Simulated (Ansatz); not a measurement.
# F on W(110): change of the work function

Aim: the work function of W(110) at several coverages of F (hollow site), and the dipole that each adsorbate carries.

Main program and level: Ansatz 0.2.0; plane-wave DFT, PBE, Ansatz PAW.

### Step 1. The structure

The cell holds 4 atoms: 4 W. Its edges and angles: a = 2.737 Å, b = 2.737 Å, c = 24.703 Å, α = 90.0°, β = 90.0°, γ = 70.5°. Vacuum lies along c.

### Step 2. The clean slab

The bare slab comes first, as the zero from which every change is counted. The two lowest layers are held at bulk places and the upper ones relax. The dipole correction removes the false field that a one-sided slab makes across the periodic vacuum, so each face gets a flat vacuum level of its own.

File input.yaml:

```yaml
crystal:
  lattice:
    - [2.2344574285, -1.58, 0.0]
    - [2.2344574285, 1.58, 0.0]
    - [0.0, 0.0, 24.7033722856]
  atoms:
    - { symbol: W, position: [0.0, 0.0, 0.3643227287] }
    - { symbol: W, position: [0.5, 0.5, 0.4547742429] }
    - { symbol: W, position: [0.0, 0.0, 0.5452257571] }
    - { symbol: W, position: [0.5, 0.5, 0.6356772713] }
kpoints:
  mp_grid: { grid: [12, 12, 1] }
hamiltonian:
  xc: pbe
scf:
  occupations: { method: fermi_dirac, width: 0.1 }
  convergence: { dr2_threshold: 1.0e-08 }
efield:
  axis: 3
  dipole_correction: true
  ramp_position: 0.97
  ramp_width: 0.06
relax:
  f_tol: 0.02
  max_steps: 60
  constraints: [{ sites: [0, 1] }]
output:
  write_potential: true
  write_density: true
  volumetric_format: npy
```

On the command line:

```bash
ansatz run input.yaml --threads 4 --pin off --max-ram 6144MiB --backend cpu --events-out ev --progress --plain --runs-dir out
```

Numbers of over 12 decimals in the logs are rounded to 6 here.

What it wrote:

```text
Engine: ansatz 0.2.0, x86_64-unknown-linux-gnu
Pseudopotentials: kind: paw
Pseudopotential: W, paw, valence charge 14, recommended cutoff 420 eV (normal), W.paw.azcp
Functional definition: PBE
  parameter kappa = 0.804
  parameter beta = 0.066725
  exchange = pbe_x(kappa = kappa, mu = beta*pi^2/3)
  correlation = pbe_c(beta = beta)
Crystal: 4 atoms, lattice volume = 174.428 Å³
Basis set: ecut = 420 eV, 3461 PW (Γ), exchange–correlation on 40×40×360 points (8 copies of the dense FFT grid, shifted against one another)
Bands: 34, of which v1, the nominal top of the filled ones, is band 28 counted from 1 (27 counted from 0)
Symmetry: 4 space group operations
k-points: 43 of 144
Non-local potential: W, projectors of the file, l = 0: 3, l = 1: 2, l = 2: 2, l = 3: 1
PAW form: soft (Blöchl's): semilocal exchange-correlation on the pseudo side does not see the compensation charge
PAW one-centre angular grid: W, 590 points (default); XC on 64 Gauss nodes
Initial density: superposition of atomic densities (neutral atoms: chi_scale 0, normalization atom), corrected by the library's trained network
Initial wavefunctions: pseudopotential atomic-orbital guess
Functional: x = pbe(κ = 0.804, μ = 0.219515), c = pbe(β = 0.066725)
SCF iter   1: F=—  HF=-41536.547941 eV  |F-HF|=—  |Δ(HF+E_count)|=         —  Δρ=9.69e-3  dr2=1.99e0  ethr=1.77e-3  p=0.000 e·Å  D=2.38e-13 V/Å  ΔV_dip=-0.00 eV  dr2_dipole=2.75e-7  V_vac-E_F(+/−)=5.06/5.06 eV  ⟨swp⟩=7.9  Hψ=15776  notcnv=0  defer=16
efield: sawtooth ramp at fractional position 0.9700 (set: `efield.ramp_position`, or a place that a band, a saddle search or an elastic batch's reference lends), width 0.0600; the density the first Hamiltonian is built on has a dipole p = 0.000 e·Å; the dipole correction subtracts the counter field D = 2.38e-13 V/Å, which shifts the + side's vacuum level by -0.00 eV against the − side's; the planar-averaged density in the ramp window peaks in size at 1.1e-5 e/Å³
automatic band count: the SCF goes on with 40 bands, as 34 were too few: the levels above may hold too much charge
preconditioner: auto → LDOS  [metal: Δε(μ)=0.044 eV  Ē_g=6.098 eV  σ=0.100 eV  W_gap=0.11  n_scr=16 (ndim 8)  ℏωp=13.8 eV  f_vac=0.562  D(μ)=3.18/eV (n_scr^D=14)  β→1.0]
SCF iter   2: F=—  HF=-41536.463458 eV  |F-HF|=—  |Δ(HF+E_count)|=   8.45e-2  Δρ=3.80e-3  dr2=1.53e-1  ethr=1.77e-3  p=-0.000 e·Å  D=-1.41e-5 V/Å  ΔV_dip=0.00 eV  dr2_dipole=9.43e-8  V_vac-E_F(+/−)=4.91/4.91 eV  ⟨swp⟩=2.0  Hψ=2409  notcnv=0  defer=46
SCF iter   3: F=—  HF=-41536.454053 eV  |F-HF|=—  |Δ(HF+E_count)|=   9.40e-3  Δρ=7.33e-4  dr2=4.77e-3  ethr=2.73e-4  p=-0.000 e·Å  D=-5.83e-6 V/Å  ΔV_dip=0.00 eV  dr2_dipole=2.38e-8  V_vac-E_F(+/−)=4.90/4.90 eV  ⟨swp⟩=1.9  Hψ=2195  notcnv=0  defer=48
SCF iter   4: F=—  HF=-41536.453645 eV  |F-HF|=—  |Δ(HF+E_count)|=   4.08e-4  Δρ=2.26e-4  dr2=2.83e-4  ethr=8.51e-6  p=-0.000 e·Å  D=-2.80e-6 V/Å  ΔV_dip=0.00 eV  dr2_dipole=3.78e-9  V_vac-E_F(+/−)=4.90/4.90 eV  ⟨swp⟩=2.2  Hψ=2210  notcnv=0  defer=48
SCF iter   5: F=—  HF=-41536.453617 eV  |F-HF|=—  |Δ(HF+E_count)|=   2.83e-5  Δρ=8.21e-5  dr2=9.88e-6  ethr=5.05e-7  p=-0.000 e·Å  D=-1.58e-6 V/Å  ΔV_dip=0.00 eV  dr2_dipole=4.14e-10  V_vac-E_F(+/−)=4.90/4.90 eV  ⟨swp⟩=2.8  Hψ=2489  notcnv=0  defer=48
SCF iter   6: F=—  HF=-41536.453677 eV  |F-HF|=—  |Δ(HF+E_count)|=   6.00e-5  Δρ=1.85e-5  dr2=1.78e-6  ethr=1.76e-8  p=-0.000 e·Å  D=-3.86e-7 V/Å  ΔV_dip=0.00 eV  dr2_dipole=1.14e-13  V_vac-E_F(+/−)=4.90/4.90 eV  ⟨swp⟩=3.0  Hψ=2816  notcnv=0  defer=46
SCF iter   7: F=—  HF=-41536.453677 eV  |F-HF|=—  |Δ(HF+E_count)|=   1.78e-7  Δρ=5.89e-6  dr2=9.95e-8  ethr=3.18e-9  p=-0.000 e·Å  D=-1.01e-7 V/Å  ΔV_dip=0.00 eV  dr2_dipole=5.37e-13  V_vac-E_F(+/−)=4.90/4.90 eV  ⟨swp⟩=2.1  Hψ=2209  notcnv=0  defer=46
SCF iter   8: F=—  HF=-41536.453677 eV  |F-HF|=—  |Δ(HF+E_count)|=   1.72e-7  Δρ=2.08e-6  dr2=1.13e-8  ethr=1.79e-11  p=-0.000 e·Å  D=-5.36e-8 V/Å  ΔV_dip=0.00 eV  dr2_dipole=2.43e-13  V_vac-E_F(+/−)=4.90/4.90 eV  ⟨swp⟩=12.3  Hψ=12531  notcnv=0
SCF iter   9: F=-41536.453677 eV  HF=-41536.453677 eV  |F-HF|=2.94e-9  |Δ(HF+E_count)|=   2.50e-9  Δρ=6.34e-7  dr2=1.01e-9  ethr=1.79e-11  p=-0.000 e·Å  D=-1.42e-8 V/Å  ΔV_dip=0.00 eV  dr2_dipole=1.95e-17  V_vac-E_F(+/−)=4.90/4.90 eV  ⟨swp⟩=10.8  Hψ=10717  notcnv=0
SCF 1 converged in 9 iterations: F = -41536.453677 eV  dr2 = 1.01e-9
  greatest PAW one-centre occupation: 1.000 electrons in one spin orbital (limit 2), on the W atom at site 0 (counted from 0), in its partial waves of l = 0
relax step   1: F+E_penalty+E_count = -41536.45367728 eV  Δ(F+E_penalty+E_count) = +0.000e0 eV  max|allowed force component| = 6.535e-1 eV/Å  Δτ_max = 0.0000 Å  (9 SCF iters, accepted)
Bands: 40, of which v1, the nominal top of the filled ones, is band 28 counted from 1 (27 counted from 0)
Initial density: handed on by an earlier stage of this run
Initial wavefunctions: those handed on with the density
iter 1 solved again at ethr=9.58e-4 eV; its pass at ethr=3.10e-3 eV (dr2=5.36e-1 eV) is discarded
SCF iter   1: F=—  HF=-41536.451068 eV  |F-HF|=—  |Δ(HF+E_count)|=         —  Δρ=7.55e-3  dr2=5.51e-1  ethr=9.58e-4  p=-0.000 e·Å  D=-4.96e-7 V/Å  ΔV_dip=0.00 eV  dr2_dipole=8.25e-2  V_vac-E_F(+/−)=4.92/4.92 eV  ⟨swp⟩=1.6  Hψ=6453  notcnv=0  defer=49
efield: sawtooth ramp at fractional position 0.9700 (set: `efield.ramp_position`, or a place that a band, a saddle search or an elastic batch's reference lends), width 0.0600; the density the first Hamiltonian is built on has a dipole p = -0.000 e·Å; the dipole correction subtracts the counter field D = -4.96e-7 V/Å, which shifts the + side's vacuum level by +0.00 eV against the − side's; the planar-averaged density in the ramp window peaks in size at 4.2e-6 e/Å³
preconditioner: auto → LDOS  [metal: Δε(μ)=0.008 eV  Ē_g=6.108 eV  σ=0.100 eV  W_gap=0.02  n_scr=16 (ndim 8)  ℏωp=13.8 eV  f_vac=0.561  D(μ)=3.03/eV (n_scr^D=12)  β→1.0]
SCF iter   2: F=—  HF=-41536.439070 eV  |F-HF|=—  |Δ(HF+E_count)|=   1.20e-2  Δρ=5.12e-3  dr2=1.98e-1  ethr=9.58e-4  p=0.007 e·Å  D=7.37e-3 V/Å  ΔV_dip=-0.18 eV  dr2_dipole=2.51e-3  V_vac-E_F(+/−)=4.72/4.90 eV  ⟨swp⟩=2.7  Hψ=2768  notcnv=0  defer=49
SCF iter   3: F=—  HF=-41536.411548 eV  |F-HF|=—  |Δ(HF+E_count)|=   2.75e-2  Δρ=1.14e-3  dr2=8.40e-3  ethr=3.53e-4  p=0.005 e·Å  D=5.11e-3 V/Å  ΔV_dip=-0.13 eV  dr2_dipole=6.86e-5  V_vac-E_F(+/−)=4.79/4.91 eV  ⟨swp⟩=2.4  Hψ=2949  notcnv=0  defer=49
[...]
SCF iter   4: F=—  HF=-41536.466244 eV  |F-HF|=—  |Δ(HF+E_count)|=   1.02e-3  Δρ=1.79e-4  dr2=1.18e-4  ethr=9.14e-6  p=0.004 e·Å  D=3.68e-3 V/Å  ΔV_dip=-0.09 eV  dr2_dipole=5.75e-7  V_vac-E_F(+/−)=4.81/4.90 eV  ⟨swp⟩=2.5  Hψ=2483  notcnv=0  defer=49
SCF iter   5: F=—  HF=-41536.466261 eV  |F-HF|=—  |Δ(HF+E_count)|=   1.70e-5  Δρ=5.43e-5  dr2=8.97e-6  ethr=2.11e-7  p=0.003 e·Å  D=3.19e-3 V/Å  ΔV_dip=-0.08 eV  dr2_dipole=8.64e-7  V_vac-E_F(+/−)=4.82/4.90 eV  ⟨swp⟩=2.2  Hψ=2723  notcnv=0  defer=49
SCF iter   6: F=—  HF=-41536.466316 eV  |F-HF|=—  |Δ(HF+E_count)|=   5.47e-5  Δρ=1.68e-5  dr2=2.41e-6  ethr=1.60e-8  p=0.003 e·Å  D=2.93e-3 V/Å  ΔV_dip=-0.07 eV  dr2_dipole=2.52e-8  V_vac-E_F(+/−)=4.83/4.90 eV  ⟨swp⟩=2.8  Hψ=3011  notcnv=0  defer=49
SCF iter   7: F=—  HF=-41536.466316 eV  |F-HF|=—  |Δ(HF+E_count)|=   9.84e-8  Δρ=6.68e-6  dr2=1.22e-7  ethr=4.30e-9  p=0.003 e·Å  D=2.81e-3 V/Å  ΔV_dip=-0.07 eV  dr2_dipole=1.59e-9  V_vac-E_F(+/−)=4.83/4.90 eV  ⟨swp⟩=2.0  Hψ=2145  notcnv=0  defer=49
SCF iter   8: F=—  HF=-41536.466316 eV  |F-HF|=—  |Δ(HF+E_count)|=   1.35e-7  Δρ=2.67e-6  dr2=2.96e-8  ethr=2.18e-10  p=0.003 e·Å  D=2.77e-3 V/Å  ΔV_dip=-0.07 eV  dr2_dipole=7.82e-10  V_vac-E_F(+/−)=4.83/4.90 eV  ⟨swp⟩=3.0  Hψ=3077  notcnv=0  defer=49
SCF iter   9: F=-41536.466316 eV  HF=-41536.466316 eV  |F-HF|=3.67e-9  |Δ(HF+E_count)|=   1.99e-8  Δρ=7.34e-7  dr2=1.32e-9  ethr=1.79e-11  p=0.003 e·Å  D=2.76e-3 V/Å  ΔV_dip=-0.07 eV  dr2_dipole=5.70e-13  V_vac-E_F(+/−)=4.83/4.90 eV  ⟨swp⟩=11.2  Hψ=11238  notcnv=0
SCF 3 converged in 9 iterations: F = -41536.466316 eV  dr2 = 1.32e-9
relax step   3: F+E_penalty+E_count = -41536.46631625 eV  Δ(F+E_penalty+E_count) = -1.264e-2 eV  max|allowed force component| = 9.000e-2 eV/Å  Δτ_max = 0.0345 Å  (9 SCF iters, accepted)
SCF iter   1: F=—  HF=-41536.467006 eV  |F-HF|=—  |Δ(HF+E_count)|=         —  Δρ=7.95e-4  dr2=4.51e-3  ethr=1.73e-4  p=0.003 e·Å  D=2.76e-3 V/Å  ΔV_dip=-0.07 eV  dr2_dipole=5.29e-4  V_vac-E_F(+/−)=4.83/4.90 eV  ⟨swp⟩=2.1  Hψ=2956  notcnv=0  defer=49
efield: sawtooth ramp at fractional position 0.9700 (set: `efield.ramp_position`, or a place that a band, a saddle search or an elastic batch's reference lends), width 0.0600; the density the first Hamiltonian is built on has a dipole p = 0.003 e·Å; the dipole correction subtracts the counter field D = 2.76e-3 V/Å, which shifts the + side's vacuum level by -0.07 eV against the − side's; the planar-averaged density in the ramp window peaks in size at 2.5e-6 e/Å³
preconditioner: auto → LDOS  [metal: Δε(μ)=0.042 eV  Ē_g=6.069 eV  σ=0.100 eV  W_gap=0.10  n_scr=16 (ndim 8)  ℏωp=13.8 eV  f_vac=0.561  D(μ)=3.08/eV (n_scr^D=14)  β→1.0]
SCF iter   2: F=—  HF=-41536.466781 eV  |F-HF|=—  |Δ(HF+E_count)|=   2.25e-4  Δρ=3.58e-4  dr2=1.22e-3  ethr=8.05e-6  p=0.002 e·Å  D=2.05e-3 V/Å  ΔV_dip=-0.05 eV  dr2_dipole=4.65e-5  V_vac-E_F(+/−)=4.85/4.90 eV  ⟨swp⟩=2.0  Hψ=2582  notcnv=0  defer=49
SCF iter   3: F=—  HF=-41536.466695 eV  |F-HF|=—  |Δ(HF+E_count)|=   8.52e-5  Δρ=1.37e-4  dr2=1.44e-4  ethr=2.17e-6  p=0.002 e·Å  D=2.31e-3 V/Å  ΔV_dip=-0.06 eV  dr2_dipole=1.26e-5  V_vac-E_F(+/−)=4.84/4.90 eV  ⟨swp⟩=2.0  Hψ=2277  notcnv=0  defer=49
SCF iter   4: F=—  HF=-41536.466675 eV  |F-HF|=—  |Δ(HF+E_count)|=   2.02e-5  Δρ=3.26e-5  dr2=6.82e-6  ethr=2.57e-7  p=0.002 e·Å  D=2.20e-3 V/Å  ΔV_dip=-0.05 eV  dr2_dipole=8.20e-7  V_vac-E_F(+/−)=4.84/4.90 eV  ⟨swp⟩=3.4  Hψ=3095  notcnv=0  defer=49
SCF iter   5: F=—  HF=-41536.466723 eV  |F-HF|=—  |Δ(HF+E_count)|=   4.76e-5  Δρ=1.10e-5  dr2=2.53e-7  ethr=1.22e-8  p=0.002 e·Å  D=2.19e-3 V/Å  ΔV_dip=-0.05 eV  dr2_dipole=5.37e-9  V_vac-E_F(+/−)=4.84/4.90 eV  ⟨swp⟩=2.5  Hψ=2375  notcnv=0  defer=49
SCF iter   6: F=—  HF=-41536.466723 eV  |F-HF|=—  |Δ(HF+E_count)|=   2.64e-7  Δρ=4.54e-6  dr2=3.52e-8  ethr=4.52e-10  p=0.002 e·Å  D=2.20e-3 V/Å  ΔV_dip=-0.05 eV  dr2_dipole=1.71e-10  V_vac-E_F(+/−)=4.84/4.90 eV  ⟨swp⟩=2.8  Hψ=3007  notcnv=0  defer=49
SCF iter   7: F=-41536.466723 eV  HF=-41536.466723 eV  |F-HF|=5.68e-9  |Δ(HF+E_count)|=   7.87e-8  Δρ=1.73e-6  dr2=9.39e-9  ethr=1.79e-11  p=0.002 e·Å  D=2.20e-3 V/Å  ΔV_dip=-0.05 eV  dr2_dipole=1.08e-12  V_vac-E_F(+/−)=4.84/4.90 eV  ⟨swp⟩=11.5  Hψ=11405  notcnv=0
SCF 4 converged in 7 iterations: F = -41536.466723 eV  dr2 = 9.39e-9
relax step   4: F+E_penalty+E_count = -41536.46672319 eV  Δ(F+E_penalty+E_count) = -4.069e-4 eV  max|allowed force component| = 1.129e-2 eV/Å  Δτ_max = 0.0139 Å  (7 SCF iters, accepted)
NSCF: frozen V_eff on 43 k-points
the band table was solved once a step of the walk had ended and its energy, with any forces and stress, was formed, with the checks that follow a solve (9077 applications of the Hamiltonian). They found nothing against the state; the energy, forces and stress were not computed again (output.eigenvalues in the input reference)
WARN: The output density's exchange-correlation potential varies sharply where the density is thin. Do not read a vacuum level from v_tot or v_xc, or from such a field of the output density. On a cell that repeats whose density bears no net charge and no dipole along the vacuum's axis use v_es (v_loc + v_h of the components); under efield.dipole_correction with no amplitude use v_es + v_field, which holds any externa [...]
SCF converged after 7 iterations
Free energy (F): -41536.466723 eV
Harris-Foulkes:  -41536.466723 eV  (|F-HF|=5.68e-9)
Internal energy: -41536.366955 eV  (E = F + TS)
E sigma→0 (E₀):  -41536.416839 eV
Entropy (-TS):   -0.099768 eV (-24.942 meV/atom)
Fermi energy:    5.203880 eV
Dipole field:    D = 0.002197 V/Å  (p = 0.002118 e·Å, saw-weighted, corrected)
Work function:   Φ+ = 4.8447 eV   Φ− = 4.8989 eV
Levels:          The Fermi level and band energies are counted from a zero that moves with the ramp; work functions are not
--- Per-component energies (eV) ---
  E_band       = -1291.057246
  E_kinetic    = 1792.505387
  E_local      = -71121.558173  (includes V_loc(G=0)·N_el)
  E_nonlocal   = 4.576205
  E_hartree    = 34741.224917
  E_xc         = -1063.352008
  E_vxc        = -949.335306  (∫ρ·V_xc dr)
  E_paw        = -34249.938995  (= ΣΔE_a)
  E_vpaw       = -499.704009  (= ΣTr[D̂ρ^β])
  E_aug_tail   = -0.000235  (compensation charges beyond the density's cutoff)
  E_efield     = 0.000002  (sawtooth field / dipole correction)
  E_vefield    = -0.001025  (∫n·V_field dr)
  E_ewald      = 28360.175944
  E_smearing   = -0.099768  (= −TS)
  E_closure    = 0.000000  (closes the sum)
  Σ components = -41536.466723   (vs F -41536.466723, Δ=0.00e0)
--- Forces (eV/Å), atoms counted from 1 ---
  atom   1  W      0.00000000     0.00000000     0.36117693
  atom   2  W      0.00000000    -0.00000000    -0.34159744
  atom   3  W      0.00000000    -0.00000000    -0.00830038
  atom   4  W      0.00000000    -0.00000000    -0.01129443
  max |Σ_I F_I| component: 1.53e-5 eV/Å
--- Band table (eV; the first three rows and the last of 43) ---
  k-point 0: bands = [... 24 lower, 3.7540, 3.7892, 3.9762, 4.5401, 4.8127, 5.7605, 6.0199, 6.9297, ... 8 higher]
  k-point 1: bands = [... 24 lower, 3.5720, 3.7614, 4.1231, 4.4811, 4.8136, 5.3411, 6.2452, 6.7515, ... 8 higher]
  k-point 2: bands = [... 24 lower, 3.3977, 3.5331, 3.9616, 4.3822, 4.9156, 5.2947, 6.6226, 6.6532, ... 8 higher]
  k-point 42: bands = [... 24 lower, 3.7933, 5.7375, 5.8442, 6.2645, 6.3571, 6.8712, 7.2505, 8.8378, ... 8 higher]
--- Relaxed structure (4 steps of the walk, 3 accepted, 0 SCFs on fresh bases) ---
  F+E_penalty+E_count = -41536.46672319 eV   max|allowed force component| = 1.129e-2 eV/Å
  atoms:
    - { symbol: W, position: [0.0, 0.0, 0.3643227287] }
    - { symbol: W, position: [0.5, 0.5, 0.4547742429] }
    - { symbol: W, position: [-6.653929971959807e-19, 6.653929971959807e-19, 0.546759] }
    - { symbol: W, position: [0.5, 0.5, 0.635499] }
```

The job ended after 24 s (4 threads of Intel Xeon Platinum 8259CL at 2.50GHz (Skylake/Cascade Lake), shared host; peak memory 0.66 GiB; 94 s of CPU time).

Step by step:

```csv
step,energy less that of the first step (eV),largest force component (eV/Å)
1,0.0000,0.6535
2,0.0440,1.3654
3,-0.0126,0.0900
4,-0.0130,0.0113
```

Relaxation step 2 was tried and not accepted.

Forces are held to the 4 operations that the run works with; a distortion that breaks them can't arise in this run.

The atoms that moved most (Å):

```csv
atom,dx,dy,dz,length
W3,0.000,0.000,0.038,0.038
```

The relaxed structure:

```xyz
4
Lattice="2.2345 -1.5800 0.0000 2.2345 1.5800 0.0000 0.0000 0.0000 24.7034" Properties=species:S:1:pos:R:3
W     0.0000    0.0000    9.0000
W     2.2345    0.0000   11.2345
W     0.0000    0.0000   13.5068
W     2.2345    0.0000   15.6990
```

Numbers from this step:

- energy at zero smearing: -41536.4168 eV
- work function, upper face: 4.845 eV
- work function, lower face: 4.899 eV
- dipole along the normal: 0.002118 e·Å
- step between the vacuum levels: -0.05428 eV

Running mean over 2.234 Å of the planar mean; the ramp of the sawtooth is left out. The electron's electrostatic potential energy less the Fermi level by z:

```csv
z (Å),electron's electrostatic potential energy less the Fermi level (eV)
3.5,4.90
4.0,4.90
4.5,4.90
5.0,4.89
5.5,4.86
6.0,4.75
6.5,4.41
7.0,3.30
7.5,-0.135
8.0,-5.75
8.5,-10.5
9.0,-12.2
9.5,-12.5
10.0,-12.6
10.5,-12.7
11.0,-12.7
11.5,-12.7
12.0,-12.5
12.5,-12.4
13.0,-12.6
13.5,-12.8
14.0,-13.0
14.5,-13.1
15.0,-12.9
15.5,-12.5
16.0,-11.5
16.5,-7.95
17.0,-2.27
17.5,2.24
18.0,4.06
18.5,4.61
19.0,4.78
19.5,4.82
20.0,4.84
20.5,4.84
21.0,4.84
21.5,4.84
```

The relaxation took 4 steps and lowered the energy by 0.013 eV; the largest force on the free atoms ends at 0.011 eV/Å.

The work function of the upper face is 4.84 eV.

[end of part 1 of 3]

[Logs are printed without paths, hosts, clocks, repeated set-up lines and the standing remarks that a program may print on its own settings, such as how far it seeks lower states.]

[Hosts, paths, dates, database ids (printed as entryN), source tags and the programs' standing remarks are cut or masked in the printed files.]

[Maps of the electrostatic potential energy from Ansatz leave out the sawtooth potential of an applied field or a dipole correction, so their vacuum need not be flat; planar profiles and work functions include it.]
